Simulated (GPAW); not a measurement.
**SiC (F-43m): how ε∞ follows the gap**

The empty bands of SiC (F-43m) are shifted up rigidly by Δ, and ε∞ is computed for each shift.

Cell: a, b, c = 3.082, 3.082, 3.082 Å (primitive vectors), 2 atoms.

Method: GPAW 26.7.0, LDA, RPA, k-mesh 14×14×14, local fields up to 50 eV, Lorentzian half width 0.15 eV.

Launch of the response step: `OMP_NUM_THREADS=1 python df.py`. The series took 45 s in all, its band step included, on 1 thread of Arm Neoverse V1, with other jobs on the host.

```tsv
Δ (eV)	ε∞
0.00	6.819
0.40	6.530
0.80	6.270
1.20	6.034
1.60	5.820
2.00	?
```

With one effective transition at E₀ and fixed dipole strength, ε∞ − 1 = A/(E₀ + Δ), so 1/(ε∞ − 1) is linear in Δ.

Working, on the rows shown:

| x = Δ (eV) | y = 1/(ε∞ − 1) |
| --- | --- |
| 0 | 0.171851 |
| 0.4 | 0.180832 |
| 0.8 | 0.189753 |
| 1.2 | 0.198649 |
| 1.6 | 0.207469 |

Means: x̄ = 0.8, ȳ = 0.18971. Σ(x − x̄)(y − ȳ) = 0.03562, Σ(x − x̄)² = 1.6. Slope = 0.03562 / 1.6 = 0.02226; intercept = ȳ − slope · x̄ = 0.1719. Turned back into ε∞, the line misses the rows shown by at most 0.0017.

Task: Fill in the last column of the withheld row.

Result: At x = 2 the line gives y = 0.21643, that is 5.620. The run gave 5.625, so the extrapolation is off by 0.0045, 0.4 % of the range in the table.

Refitted with all rows, the slope is 0.02219 and the intercept 0.17194. These give E₀ = intercept/slope = 7.7 eV, far above the least direct gap of 4.51 eV: most of the screening comes from transitions well over the edge. Over the first step ε∞ falls by 11 % per eV. The measured fundamental gap is 2.39 eV (arxiv:2009.14696 (2020)), against 1.31 eV for the same gap here, so it asks for Δ = 1.08 eV, where the line gives ε∞ = 6.11; the measured ε∞ is 6.49 (arxiv:astro-ph/9903031 (1999)), -6 % from that, and +5 % from the unshifted value. A rigid shift leaves out the electron-hole attraction, which raises ε∞ again. Excitons are left out; LDA gaps are as a rule too small. The values come from a sum over the points of one k-mesh and carry its error, which grows as the direct gap shrinks. The local-field cutoff holds few shells of reciprocal vectors for this small cell, so ε∞ can read a few per cent high.

[Logs are printed without paths, hosts, clocks, repeated set-up lines and the standing remarks that a program may print on its own settings, such as how far it seeks lower states.]
